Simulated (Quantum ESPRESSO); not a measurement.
# Dielectric function and optical constants of CdS (Greenockite), part 3 of 3

Wanted: where CdS (Greenockite) starts to absorb, how strongly, and its refractive index. The cell comes from an older database entry, whose edges can differ from later determinations, mostly by under a per cent.

Quantum ESPRESSO 7.5; DFT, PBE, plane waves with norm-conserving potentials (PseudoDojo), scalar-relativistic, independent-particle optical response without local fields and without the non-local commutator.

So far. Step 2 (Ground state): There is a gap, 1.20 eV on this mesh (points off the mesh can give less), so no carriers' term is needed.

The database entry behind the starting cell differs from later determinations by our own check (about 0.35 % long), so it need not match the best structure at ambient conditions.

### Step 5. Dielectric function

With the density converged, the vertical transitions are summed over the zone.

This step: DFT, PBE, plane waves with norm-conserving potentials (PseudoDojo), scalar-relativistic, independent-particle optical response without local fields and without the non-local commutator (Quantum ESPRESSO 7.5).

File epsilon.in:

```
&inputpp
  prefix = 'x'
  outdir = './tmp'
  calculation = 'eps'
/
&energy_grid
  smeartype = 'gauss'
  intersmear = 0.2
  wmin = 0.0
  wmax = 22
  nw = 500
/
```

On the command line:

```
$ mpirun -n 4 epsilon.x -nk 4 -in epsilon.in
```

Log:

```text
[banner, memory and clock lines left out]

     Broadcasting variables...

     IMPORTANT: XC functional enforced from input :
     Exchange-correlation= PBE
                           (   1   4   3   4   0   0   0)
     Any further DFT definition will be discarded

     G-vector sticks info

     Fermi energy [eV] is:  6.80170
     The system is a dielectric...
     metallic system: redefining wmin =     0.000000

     Performing eps calculation...

     xx,yy,zz plasmon frequences [eV] are:    16.853282838   16.853282547   16.857680706
```

Elapsed: 4.5 s, on 4 MPI ranks of Arm Neoverse V2, shared host; peak memory 0.07 GiB; 18 s of CPU time.

This step gave:

| Item | Value |
| --- | --- |
| electronic dielectric constant ε∞, mean over x, y and z (by symmetry where fewer were run) | 7.244 |

The Im ε has structure finer than the step of the table below, so its rows give means over 0.5 eV, whole bins alone (the curve runs from 0 to 22 eV). Peaks (eV: height): E ∥ x or y 1.94: 3.36, 3.39: 4.75, 4.14: 8.48, 5.16: 8.41, 5.64: 8.54, 6.48: 9.85, 7.80: 9.27; E ∥ z 1.23: 2.31, 1.98: 4.29, 3.26: 4.16, 4.06: 8.41, 4.63: 12.4, 6.75: 11.0, 7.85: 10.3.

Sum at mesh points, not converged in k; values under the direct gap are tails of Lorentzian lines. Im ε against photon energy; means over each step:

```tsv
photon energy (eV)	E ∥ x or y	E ∥ z
0.5	0.0752	0.0718
1.0	0.858	0.743
1.5	0.691	0.841
2.0	1.79	2.19
2.5	1.98	1.60
3.0	2.20	2.60
3.5	3.51	2.85
4.0	5.93	5.14
4.5	6.06	8.99
5.0	7.59	8.26
5.5	6.50	5.51
6.0	6.69	6.31
6.5	9.52	8.99
7.0	8.07	8.72
7.5	8.05	7.01
8.0	7.38	8.15
8.5	4.42	4.21
9.0	3.46	3.37
9.5	2.71	2.72
10.0	2.56	2.72
10.5	1.91	2.05
11.0	2.19	2.09
11.5	1.75	1.64
12.0	1.32	1.20
12.5	1.31	1.34
13.0	1.28	1.36
13.5	1.13	1.13
14.0	1.33	1.44
14.5	1.25	1.27
15.0	1.01	0.991
15.5	0.851	0.866
16.0	0.958	0.875
16.5	0.729	0.663
17.0	0.677	0.664
17.5	0.743	0.677
18.0	0.570	0.493
18.5	0.511	0.499
19.0	0.676	0.660
19.5	0.698	0.741
20.0	0.572	0.603
20.5	0.537	0.559
21.0	0.465	0.501
21.5	0.485	0.450
```

The reflectivity at normal incidence has structure finer than the step of the table below, so its rows give means over 0.5 eV, whole bins alone (the curve runs from 0 to 22 eV). Peaks (eV: height): E ∥ x or y 4.10: 33.6, 5.16: 33.1, 5.64: 33.5, 8.07: 50.5, 8.86: 47.5, 10.23: 42.8, 11.51: 37.2; E ∥ z 4.01: 35.1, 4.67: 40.6, 6.92: 42.4, 8.20: 54.7, 10.54: 42.8, 11.68: 41.0, 14.81: 28.6.

Sum at mesh points, not converged in k. The reflectivity at normal incidence by photon energy; means over each step:

```tsv
photon energy (eV)	E ∥ x or y (%)	E ∥ z (%)
0.5	21.4	21.5
1.0	22.9	23.3
1.5	21.6	21.8
2.0	22.8	23.3
2.5	23.2	23.2
3.0	24.9	25.3
3.5	25.5	24.3
4.0	31.3	31.0
4.5	28.3	35.8
5.0	31.4	33.6
5.5	28.5	25.6
6.0	28.8	27.8
6.5	36.7	34.5
7.0	36.6	40.4
7.5	37.7	34.0
8.0	47.8	49.1
8.5	46.3	47.5
9.0	43.7	43.7
9.5	41.3	39.7
10.0	38.6	36.1
10.5	34.9	40.1
11.0	31.6	30.9
11.5	36.4	39.6
12.0	33.1	31.5
12.5	25.8	24.7
13.0	24.8	23.8
13.5	21.9	21.3
14.0	18.7	19.2
14.5	24.1	26.2
15.0	23.9	24.8
15.5	20.8	23.6
16.0	20.0	21.9
16.5	21.2	22.1
17.0	15.1	15.2
17.5	15.7	16.9
18.0	15.9	15.1
18.5	10.2	7.99
19.0	8.11	7.34
19.5	11.4	10.3
20.0	12.0	11.9
20.5	11.0	10.8
21.0	8.84	9.75
21.5	7.87	7.91
```

The loss function −Im 1/ε at q → 0 has structure finer than the step of the table below, so its rows give means over 1 eV, whole bins alone (the curve runs from 0 to 22 eV). Peaks (eV: height): E ∥ x or y 15.6: 1.30, 16.8: 1.63, 18.1: 1.82, 20.0: 1.68, 20.7: 1.70; E ∥ z 13.6: 0.984, 15.6: 1.30, 16.8: 1.72, 18.1: 1.95, 21.2: 1.69.

Sum at mesh points, not converged in k; values under the direct gap are tails of Lorentzian lines. The loss function −Im 1/ε at q → 0 by energy loss; means over each step:

```tsv
energy loss (eV)	E ∥ x or y	E ∥ z
1	0.0115	0.0113
2	0.0237	0.0244
3	0.0352	0.0366
4	0.0545	0.0392
5	0.0875	0.103
6	0.0934	0.102
7	0.118	0.119
8	0.127	0.121
9	0.214	0.222
10	0.318	0.303
11	0.411	0.402
12	0.583	0.616
13	0.742	0.728
14	0.781	0.744
15	0.936	0.901
16	1.14	1.20
17	1.41	1.49
18	1.62	1.73
19	1.25	1.15
20	1.49	1.43
21	1.53	1.57
```

Optical constants at common wavelengths, from n + ik = √ε:

```tsv
wavelength (nm)	n xy	k xy	R (%) xy	1/α xy	n z	k z	R (%) z	1/α z
1550	2.77	0.033	22.1	3.7 µm	2.78	0.030	22.2	4.1 µm
1064	2.84	0.353	23.6	239 nm	2.93	0.272	24.5	310 nm
800	2.76	0.082	21.9	776 nm	2.76	0.089	21.9	713 nm
532	2.92	0.239	24.3	177 nm	2.76	0.161	22.0	264 nm
405	2.95	0.370	25.0	87 nm	3.00	0.356	25.6	91 nm
248	2.80	1.422	32.0	14 nm	2.54	1.693	34.0	12 nm
193	2.67	1.790	35.9	8.6 nm	2.69	1.573	33.1	9.8 nm
```

Below the direct gap, k and the depth come from the tails of the Lorentzian lines, not from transitions.

Rows near the edge hang on the gap, which this functional as a rule makes too small, and phonon-assisted absorption is left out.

### Step 6. Results

| Property | Result |
| --- | --- |
| electronic dielectric constant ε∞, mean over x, y and z (by symmetry where fewer were run) (independent particles) | 7.24 |

What this shows: At this level (PBE, independent particles) CdS has a mean ε∞ = 7.24 and n = 2.77 at 1550 nm (E ∥ x). The static values by axis are 7.22 (xy), 7.30 (z). Excitons and phonon-assisted transitions are missing, and so are local fields; PBE gaps are as a rule too small, which pulls the onset down and ε∞ up. epsilon.x leaves out the commutator of the non-local potential, so its intensities are off, as a rule too high. The sum runs over mesh points 0.19 Å⁻¹ apart with no interpolation, so peaks are partly noise of the mesh; over so small a direct gap single mesh points weigh heavily, so ε∞, n and their changes from run to run can be far off.

[Machine, clock, banner and «Message from routine» lines are left out of the logs.]

[Logs are printed without paths, hosts, clocks, repeated set-up lines and the standing remarks that a program may print on its own settings, such as how far it seeks lower states.]

[Hosts, paths, dates, database ids (printed as entryN), source tags and the programs' standing remarks are cut or masked in the printed files.]
